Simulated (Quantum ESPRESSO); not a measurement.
# How the functional moves the magnetism of FePt (Tetraferroplatinum)

Aim: see how far moments and order energies of FePt (Tetraferroplatinum) move with the functional, and what each rung costs.

Main program and level: Quantum ESPRESSO 7.5; LDA; plane waves with GBRV 1.5 LDA potentials, no spin-orbit coupling (settings of the first rung).

## Step 1: The structure

Symmetry: P4/mmm, No. 123, tetragonal system. Conventional cell: a = 2.724 Å, b = 2.724 Å, c = 3.720 Å, α = 90.00°, β = 90.00°, γ = 90.00°. Fe has 8 Pt at 2.68 Å and 4 Fe at 2.72 Å nearest. Pt has 8 Fe at 2.68 Å and 4 Pt at 2.72 Å nearest. Farther neighbours, and contacts between anions beyond the nearest, are not listed.

## Step 2: Rung 1, start ferro +

pw.in

```
&CONTROL
  calculation = 'scf'
  prefix = 'pwscf'
  outdir = './tmp'
  pseudo_dir = './pseudo'
  disk_io = 'nowf'
/
&SYSTEM
  ibrav = 0
  nat = 2
  ntyp = 2
  ecutwfc = 40
  ecutrho = 280
  nbnd = 24
  occupations = 'smearing'
  smearing = 'fd'
  degauss = 0.00734986
  nspin = 2
  starting_magnetization(1) = 0.175
  starting_magnetization(2) = 0
/
&ELECTRONS
  conv_thr = 4d-09
  electron_maxstep = 150
  mixing_beta = 0.3
/
ATOMIC_SPECIES
Fe     55.8450 fe_lda_v1.5.uspp.F.UPF
Pt    195.0840 pt_lda_v1.4.uspp.F.UPF
CELL_PARAMETERS angstrom
   2.7235000000    0.0000000000    0.0000000000
   0.0000000000    2.7235000000    0.0000000000
   0.0000000000    0.0000000000    3.7200000000
ATOMIC_POSITIONS crystal
Fe      0.0000000000    0.0000000000    0.0000000000
Pt      0.5000000000    0.5000000000    0.5000000000
K_POINTS automatic
10 10 10 0 0 0
```

Launch:

```sh
$ OMP_NUM_THREADS=1 mpirun -n 4 pw.x -nk 4 -in pw.in > pw.out
```

Output:

```text
Program PWSCF v.7.5 starts

     Message from routine setup:
     using ibrav=0 with symmetry is DISCOURAGED, use correct ibrav instead

     K-points division:     npool     =       4
     Subspace diagonalization in iterative solution of the eigenvalue problem:

     bravais-lattice index     =            0
     lattice parameter (alat)  =       5.1467  a.u.
     unit-cell volume          =     186.2063 (a.u.)^3
     number of atoms/cell      =            2
     number of atomic types    =            2
     number of electrons       =        32.00
     number of Kohn-Sham states=           24
     kinetic-energy cutoff     =      40.0000  Ry
     charge density cutoff     =     280.0000  Ry
     scf convergence threshold =      4.0E-09
     mixing beta               =       0.3000
     number of iterations used =            8  plain     mixing
     Exchange-correlation=  SLA  PZ   NOGX NOGC
                           (   1   1   0   0   0   0   0)

     celldm(1)=   5.146669  celldm(2)=   0.000000  celldm(3)=   0.000000
     celldm(4)=   0.000000  celldm(5)=   0.000000  celldm(6)=   0.000000

     crystal axes: (cart. coord. in units of alat)
               a(1) = (   1.000000   0.000000   0.000000 )
               a(2) = (   0.000000   1.000000   0.000000 )
               a(3) = (   0.000000   0.000000   1.365889 )

     reciprocal axes: (cart. coord. in units 2 pi/alat)
               b(1) = (  1.000000  0.000000  0.000000 )
               b(2) = (  0.000000  1.000000  0.000000 )
               b(3) = (  0.000000  0.000000  0.732124 )

     PseudoPot. # 1 for Fe read from file:
     fe_lda_v1.5.uspp.F.UPF
     Pseudo is Ultrasoft + core correction, Zval = 16.0

     PseudoPot. # 2 for Pt read from file:
     pt_lda_v1.4.uspp.F.UPF
     Pseudo is Ultrasoft + core correction, Zval = 16.0

     atomic species   valence    mass     pseudopotential
     Fe               16.00    55.84500     Fe( 1.00)
     Pt               16.00   195.08400     Pt( 1.00)

     Starting magnetic structure
     atomic species   magnetization
     Fe              0.175
     Pt              0.000

     16 Sym. Ops., with inversion, found

   Cartesian axes

     site n.     atom                  positions (alat units)
         1        Fe     tau(   1) = (   0.0000000   0.0000000   0.0000000  )
         2        Pt     tau(   2) = (   0.5000000   0.5000000   0.6829447  )

     number of k points=   126  Fermi-Dirac smearing, width (Ry)=  0.0073

     Number of k-points >= 100: set verbosity='high' to print them.

     Dense  grid:    14725 G-vectors     FFT dimensions: (  27,  27,  40)

     Smooth grid:     6385 G-vectors     FFT dimensions: (  24,  24,  30)

     Check: negative core charge=   -0.000027
     Generating pointlists ...
     new r_m :   0.4055 (alat units)  2.0870 (a.u.) for type    1
     new r_m :   0.4055 (alat units)  2.0870 (a.u.) for type    2

     Initial potential from superposition of free atoms

     starting charge      30.5000, renormalised to      32.0000

     negative rho (up, down):  9.659E-02 9.666E-02
     Starting wfcs are   25 randomized atomic wfcs

     Self-consistent Calculation

     iteration #  1     ecut=    40.00 Ry     beta= 0.30
     Davidson diagonalization with overlap
     ethr =  1.00E-02,  avg # of iterations =  4.2

     negative rho (up, down):  8.945E-02 8.943E-02

     total energy              =    -458.61509464 Ry
     estimated scf accuracy    <       8.21441606 Ry

     total magnetization       =     0.72 Bohr mag/cell
     absolute magnetization    =     0.91 Bohr mag/cell

     iteration #  2     ecut=    40.00 Ry     beta= 0.30
     Davidson diagonalization with overlap
     ethr =  1.00E-02,  avg # of iterations =  2.1

     negative rho (up, down):  9.011E-02 9.007E-02

     total energy              =    -460.06970984 Ry
     estimated scf accuracy    <      14.24313036 Ry

     total magnetization       =     0.73 Bohr mag/cell
     absolute magnetization    =     0.80 Bohr mag/cell

     [... further iterations left out ...]

     iteration # 14     ecut=    40.00 Ry     beta= 0.30
     Davidson diagonalization with overlap
     ethr =  1.26E-10,  avg # of iterations =  3.3

     negative rho (up, down):  8.918E-02 8.537E-02

     total energy              =    -461.13521899 Ry
     estimated scf accuracy    <          5.9E-09 Ry

     total magnetization       =     3.28 Bohr mag/cell
     absolute magnetization    =     3.39 Bohr mag/cell

     iteration # 15     ecut=    40.00 Ry     beta= 0.30
     Davidson diagonalization with overlap
     ethr =  1.84E-11,  avg # of iterations =  1.8

     negative rho (up, down):  8.918E-02 8.537E-02

     Magnetic moment per site  (integrated on atomic sphere of radius R)
     atom   1 (R=0.406)  charge= 14.7373  magn=  2.9155
     atom   2 (R=0.406)  charge= 13.7915  magn=  0.3897

     End of self-consistent calculation

     Number of k-points >= 100: set verbosity='high' to print the bands.

     the Fermi energy is    19.5680 ev

!    total energy              =    -461.13521899 Ry
     estimated scf accuracy    <          9.4E-11 Ry
     smearing contrib. (-TS)   =      -0.00352577 Ry
     internal energy E=F+TS    =    -461.13169322 Ry

     The total energy is F=E-TS. E is the sum of the following terms:
     one-electron contribution =    -144.52079468 Ry
     hartree contribution      =      95.29152708 Ry
     xc contribution           =     -85.62901440 Ry
     ewald contribution        =    -326.27341122 Ry

     total magnetization       =     3.28 Bohr mag/cell
     absolute magnetization    =     3.39 Bohr mag/cell

     convergence has been achieved in  15 iterations

=------------------------------------------------------------------------------=
   JOB DONE.
=------------------------------------------------------------------------------=
```

Elapsed: 33 s, on 4 MPI ranks of AMD EPYC 7R43, shared host; peak memory 0.36 GiB; 2.2 min of CPU time.

Spin moment in the atom's sphere by atom:

```
atom  spin moment in the atom's sphere (μB)
 Fe1                                   2.92
 Pt2                                   0.39
```

This step gave:

| Item | Value |
| --- | --- |
| magnetization | 3.281 μB |
| final state | ferromagnetic |

## Step 3: Rung 1, start antiferro q=(0,1/2,0) +-

The wavevector q is in fractions of the reciprocal vectors of the crystal's primitive cell, as the cells of these inputs are built from it; moments change sign between cells as cos(2π q·R).

pw.in

```
&CONTROL
  calculation = 'scf'
  prefix = 'pwscf'
  outdir = './tmp'
  pseudo_dir = './pseudo'
  disk_io = 'nowf'
/
&SYSTEM
  ibrav = 0
  nat = 4
  ntyp = 3
  ecutwfc = 40
  ecutrho = 280
  nbnd = 42
  occupations = 'smearing'
  smearing = 'fd'
  degauss = 0.00734986
  nspin = 2
  starting_magnetization(1) = 0.175
  starting_magnetization(2) = -0.175
  starting_magnetization(3) = 0
/
&ELECTRONS
  conv_thr = 8d-09
  electron_maxstep = 150
  mixing_beta = 0.3
/
ATOMIC_SPECIES
Fe1    55.8450 fe_lda_v1.5.uspp.F.UPF
Fe2    55.8450 fe_lda_v1.5.uspp.F.UPF
Pt    195.0840 pt_lda_v1.4.uspp.F.UPF
CELL_PARAMETERS angstrom
   2.7235000000    0.0000000000    0.0000000000
   0.0000000000    5.4470000000    0.0000000000
   0.0000000000    0.0000000000    3.7200000000
ATOMIC_POSITIONS crystal
Fe1     0.0000000000    0.0000000000    0.0000000000
Fe2     0.0000000000    0.5000000000    0.0000000000
Pt      0.5000000000    0.2500000000    0.5000000000
Pt      0.5000000000    0.7500000000    0.5000000000
K_POINTS automatic
10 5 10 0 0 0
```

Output:

```text
     [... lines left out ...]
Program PWSCF v.7.5 starts
     [... lines left out ...]
     number of atoms/cell      =            4
     [... lines left out ...]
     number of electrons       =        64.00
     number of Kohn-Sham states=           42
     kinetic-energy cutoff     =      40.0000  Ry
     charge density cutoff     =     280.0000  Ry
     scf convergence threshold =      8.0E-09
     [... lines left out ...]
      8 Sym. Ops., with inversion, found
     [... lines left out ...]
     number of k points=   108  Fermi-Dirac smearing, width (Ry)=  0.0073
     [... lines left out ...]
     iteration # 17     ecut=    40.00 Ry     beta= 0.30
     [... lines left out ...]
     Magnetic moment per site  (integrated on atomic sphere of radius R)
     atom   1 (R=0.406)  charge= 14.7404  magn=  2.8341
     atom   2 (R=0.406)  charge= 14.7403  magn= -2.8341
     atom   3 (R=0.406)  charge= 13.7808  magn=  0.0000
     atom   4 (R=0.406)  charge= 13.7808  magn=  0.0000
     [... lines left out ...]
     the Fermi energy is    19.7484 ev
!    total energy              =    -922.27017191 Ry
     estimated scf accuracy    <          1.7E-09 Ry
     smearing contrib. (-TS)   =      -0.00957253 Ry
     [... lines left out ...]
     total magnetization       =    -0.00 Bohr mag/cell
     absolute magnetization    =     5.99 Bohr mag/cell
     convergence has been achieved in  17 iterations
```

Wall time 1.8 min (4 MPI ranks); peak memory 0.6 GiB; 7.2 min of CPU time.

Spin moment in the atom's sphere by atom:

```
atom  spin moment in the atom's sphere (μB)
 Fe1                                   2.83
 Fe2                                  -2.83
 Pt3                                   0.00
 Pt4                                   0.00
```

This step gave:

- magnetization: 0 μB
- final state: antiferromagnetic

## Step 4: Rung 2, start ferro +

pw.in

```
&CONTROL
  calculation = 'scf'
  prefix = 'pwscf'
  outdir = './tmp'
  pseudo_dir = './pseudo'
  disk_io = 'nowf'
/
&SYSTEM
  ibrav = 0
  nat = 2
  ntyp = 2
  ecutwfc = 40
  ecutrho = 280
  nbnd = 24
  occupations = 'smearing'
  smearing = 'fd'
  degauss = 0.00734986
  nspin = 2
  starting_magnetization(1) = 0.175
  starting_magnetization(2) = 0
/
&ELECTRONS
  conv_thr = 4d-09
  electron_maxstep = 150
  mixing_beta = 0.3
/
ATOMIC_SPECIES
Fe     55.8450 fe_pbesol_v1.5.uspp.F.UPF
Pt    195.0840 pt_pbesol_v1.4.uspp.F.UPF
CELL_PARAMETERS angstrom
   2.7235000000    0.0000000000    0.0000000000
   0.0000000000    2.7235000000    0.0000000000
   0.0000000000    0.0000000000    3.7200000000
ATOMIC_POSITIONS crystal
Fe      0.0000000000    0.0000000000    0.0000000000
Pt      0.5000000000    0.5000000000    0.5000000000
K_POINTS automatic
10 10 10 0 0 0
```

Output:

```text
     [... lines left out ...]
Program PWSCF v.7.5 starts
     [... lines left out ...]
     number of atoms/cell      =            2
     [... lines left out ...]
     number of electrons       =        32.00
     number of Kohn-Sham states=           24
     kinetic-energy cutoff     =      40.0000  Ry
     charge density cutoff     =     280.0000  Ry
     scf convergence threshold =      4.0E-09
     [... lines left out ...]
     16 Sym. Ops., with inversion, found
     [... lines left out ...]
     number of k points=   126  Fermi-Dirac smearing, width (Ry)=  0.0073
     [... lines left out ...]
     iteration # 14     ecut=    40.00 Ry     beta= 0.30
     [... lines left out ...]
     Magnetic moment per site  (integrated on atomic sphere of radius R)
     atom   1 (R=0.406)  charge= 14.7142  magn=  3.0015
     atom   2 (R=0.406)  charge= 13.7922  magn=  0.3981
     [... lines left out ...]
     the Fermi energy is    19.8242 ev
!    total energy              =    -460.78288700 Ry
     estimated scf accuracy    <          1.3E-09 Ry
     smearing contrib. (-TS)   =      -0.00317272 Ry
     [... lines left out ...]
     total magnetization       =     3.35 Bohr mag/cell
     absolute magnetization    =     3.51 Bohr mag/cell
     convergence has been achieved in  14 iterations
```

Run time: 30 s. Hardware: 4 MPI ranks; peak memory 0.36 GiB.

This step gave:

| Property | Result |
| --- | --- |
| magnetization | 3.35 μB |
| final state | ferromagnetic |
| largest moment | 3.001 μB |

## Step 5: Rung 2, start antiferro q=(0,1/2,0) +-

pw.in

```
&CONTROL
  calculation = 'scf'
  prefix = 'pwscf'
  outdir = './tmp'
  pseudo_dir = './pseudo'
  disk_io = 'nowf'
/
&SYSTEM
  ibrav = 0
  nat = 4
  ntyp = 3
  ecutwfc = 40
  ecutrho = 280
  nbnd = 42
  occupations = 'smearing'
  smearing = 'fd'
  degauss = 0.00734986
  nspin = 2
  starting_magnetization(1) = 0.175
  starting_magnetization(2) = -0.175
  starting_magnetization(3) = 0
/
&ELECTRONS
  conv_thr = 8d-09
  electron_maxstep = 150
  mixing_beta = 0.3
/
ATOMIC_SPECIES
Fe1    55.8450 fe_pbesol_v1.5.uspp.F.UPF
Fe2    55.8450 fe_pbesol_v1.5.uspp.F.UPF
Pt    195.0840 pt_pbesol_v1.4.uspp.F.UPF
CELL_PARAMETERS angstrom
   2.7235000000    0.0000000000    0.0000000000
   0.0000000000    5.4470000000    0.0000000000
   0.0000000000    0.0000000000    3.7200000000
ATOMIC_POSITIONS crystal
Fe1     0.0000000000    0.0000000000    0.0000000000
Fe2     0.0000000000    0.5000000000    0.0000000000
Pt      0.5000000000    0.2500000000    0.5000000000
Pt      0.5000000000    0.7500000000    0.5000000000
K_POINTS automatic
10 5 10 0 0 0
```

Output:

```text
     [... lines left out ...]
Program PWSCF v.7.5 starts
     [... lines left out ...]
     number of atoms/cell      =            4
     [... lines left out ...]
     number of electrons       =        64.00
     number of Kohn-Sham states=           42
     kinetic-energy cutoff     =      40.0000  Ry
     charge density cutoff     =     280.0000  Ry
     scf convergence threshold =      8.0E-09
     [... lines left out ...]
      8 Sym. Ops., with inversion, found
     [... lines left out ...]
     number of k points=   108  Fermi-Dirac smearing, width (Ry)=  0.0073
     [... lines left out ...]
     iteration # 17     ecut=    40.00 Ry     beta= 0.30
     [... lines left out ...]
     Magnetic moment per site  (integrated on atomic sphere of radius R)
     atom   1 (R=0.406)  charge= 14.7154  magn=  2.9511
     atom   2 (R=0.406)  charge= 14.7153  magn= -2.9511
     atom   3 (R=0.406)  charge= 13.7830  magn= -0.0000
     atom   4 (R=0.406)  charge= 13.7830  magn= -0.0000
     [... lines left out ...]
     the Fermi energy is    20.0221 ev
!    total energy              =    -921.56364876 Ry
     estimated scf accuracy    <          3.4E-09 Ry
     smearing contrib. (-TS)   =      -0.00892745 Ry
     [... lines left out ...]
     total magnetization       =    -0.00 Bohr mag/cell
     absolute magnetization    =     6.27 Bohr mag/cell
     convergence has been achieved in  17 iterations
```

Elapsed: 99 s, on 4 MPI ranks; peak memory 0.6 GiB.

This step gave:

```yaml
magnetization: 0 μB
final_state: antiferromagnetic
largest_moment: 2.951 μB
```

## Step 6: Rung 3, start ferro +

pw.in

```
&CONTROL
  calculation = 'scf'
  prefix = 'pwscf'
  outdir = './tmp'
  pseudo_dir = './pseudo'
  disk_io = 'nowf'
/
&SYSTEM
  ibrav = 0
  nat = 2
  ntyp = 2
  ecutwfc = 40
  ecutrho = 280
  nbnd = 24
  occupations = 'smearing'
  smearing = 'fd'
  degauss = 0.00734986
  nspin = 2
  starting_magnetization(1) = 0.175
  starting_magnetization(2) = 0
/
&ELECTRONS
  conv_thr = 4d-09
  electron_maxstep = 150
  mixing_beta = 0.3
/
ATOMIC_SPECIES
Fe     55.8450 fe_pbe_v1.5.uspp.F.UPF
Pt    195.0840 pt_pbe_v1.4.uspp.F.UPF
CELL_PARAMETERS angstrom
   2.7235000000    0.0000000000    0.0000000000
   0.0000000000    2.7235000000    0.0000000000
   0.0000000000    0.0000000000    3.7200000000
ATOMIC_POSITIONS crystal
Fe      0.0000000000    0.0000000000    0.0000000000
Pt      0.5000000000    0.5000000000    0.5000000000
K_POINTS automatic
10 10 10 0 0 0
```

Output:

```text
     [... lines left out ...]
Program PWSCF v.7.5 starts
     [... lines left out ...]
     number of atoms/cell      =            2
     [... lines left out ...]
     number of electrons       =        32.00
     number of Kohn-Sham states=           24
     kinetic-energy cutoff     =      40.0000  Ry
     charge density cutoff     =     280.0000  Ry
     scf convergence threshold =      4.0E-09
     [... lines left out ...]
     16 Sym. Ops., with inversion, found
     [... lines left out ...]
     number of k points=   126  Fermi-Dirac smearing, width (Ry)=  0.0073
     [... lines left out ...]
     iteration # 14     ecut=    40.00 Ry     beta= 0.30
     [... lines left out ...]
     Magnetic moment per site  (integrated on atomic sphere of radius R)
     atom   1 (R=0.406)  charge= 14.7156  magn=  3.0084
     atom   2 (R=0.406)  charge= 13.8027  magn=  0.4036
     [... lines left out ...]
     the Fermi energy is    20.0008 ev
!    total energy              =    -461.07952307 Ry
     estimated scf accuracy    <          2.0E-09 Ry
     smearing contrib. (-TS)   =      -0.00311466 Ry
     [... lines left out ...]
     total magnetization       =     3.35 Bohr mag/cell
     absolute magnetization    =     3.53 Bohr mag/cell
     convergence has been achieved in  14 iterations
```

Wall time 30 s (4 MPI ranks); peak memory 0.36 GiB.

Read from the output:

```
magnetization  : 3.35 μB
final state    : ferromagnetic
largest moment : 3.008 μB
```

## Step 7: Rung 3, start antiferro q=(0,1/2,0) +-

pw.in

```
&CONTROL
  calculation = 'scf'
  prefix = 'pwscf'
  outdir = './tmp'
  pseudo_dir = './pseudo'
  disk_io = 'nowf'
/
&SYSTEM
  ibrav = 0
  nat = 4
  ntyp = 3
  ecutwfc = 40
  ecutrho = 280
  nbnd = 42
  occupations = 'smearing'
  smearing = 'fd'
  degauss = 0.00734986
  nspin = 2
  starting_magnetization(1) = 0.175
  starting_magnetization(2) = -0.175
  starting_magnetization(3) = 0
/
&ELECTRONS
  conv_thr = 8d-09
  electron_maxstep = 150
  mixing_beta = 0.3
/
ATOMIC_SPECIES
Fe1    55.8450 fe_pbe_v1.5.uspp.F.UPF
Fe2    55.8450 fe_pbe_v1.5.uspp.F.UPF
Pt    195.0840 pt_pbe_v1.4.uspp.F.UPF
CELL_PARAMETERS angstrom
   2.7235000000    0.0000000000    0.0000000000
   0.0000000000    5.4470000000    0.0000000000
   0.0000000000    0.0000000000    3.7200000000
ATOMIC_POSITIONS crystal
Fe1     0.0000000000    0.0000000000    0.0000000000
Fe2     0.0000000000    0.5000000000    0.0000000000
Pt      0.5000000000    0.2500000000    0.5000000000
Pt      0.5000000000    0.7500000000    0.5000000000
K_POINTS automatic
10 5 10 0 0 0
```

Output:

```text
     [... lines left out ...]
Program PWSCF v.7.5 starts
     [... lines left out ...]
     number of atoms/cell      =            4
     [... lines left out ...]
     number of electrons       =        64.00
     number of Kohn-Sham states=           42
     kinetic-energy cutoff     =      40.0000  Ry
     charge density cutoff     =     280.0000  Ry
     scf convergence threshold =      8.0E-09
     [... lines left out ...]
      8 Sym. Ops., with inversion, found
     [... lines left out ...]
     number of k points=   108  Fermi-Dirac smearing, width (Ry)=  0.0073
     [... lines left out ...]
     iteration # 18     ecut=    40.00 Ry     beta= 0.30
     [... lines left out ...]
     Magnetic moment per site  (integrated on atomic sphere of radius R)
     atom   1 (R=0.406)  charge= 14.7163  magn=  2.9632
     atom   2 (R=0.406)  charge= 14.7163  magn= -2.9632
     atom   3 (R=0.406)  charge= 13.7939  magn= -0.0000
     atom   4 (R=0.406)  charge= 13.7939  magn= -0.0000
     [... lines left out ...]
     the Fermi energy is    20.2025 ev
!    total energy              =    -922.15612961 Ry
     estimated scf accuracy    <          1.5E-09 Ry
     smearing contrib. (-TS)   =      -0.00877990 Ry
     [... lines left out ...]
     total magnetization       =    -0.00 Bohr mag/cell
     absolute magnetization    =     6.31 Bohr mag/cell
     convergence has been achieved in  18 iterations
```

Run time: 1.9 min. Hardware: 4 MPI ranks; peak memory 0.6 GiB; 7.7 min of CPU time.

Read from the output:

* magnetization: 0 μB
* final state: antiferromagnetic
* largest moment: 2.963 μB

(Continued in part 2 of 3.)

[Long decimals in the printed logs are rounded to 6 places.]

[Logs and program files are shortened in this print: banners, set-up blocks, solver, clock and traceback lines can be left out without a mark of their own.]

[Logs are printed without paths, hosts, clocks, repeated set-up lines and the standing remarks that a program may print on its own settings, such as how far it seeks lower states.]

[Hosts, paths, dates, database ids (printed as entryN), source tags and the programs' standing remarks are cut or masked in the printed files.]

[Where the starting crystal was built by hand or by swapping elements, it need not be the compound's stable phase.]

[Where a cell is said to come from a database of computed structures, the database is the Materials Project.]

[Lattice constants that a cell's source calls measured were typed from memory.]
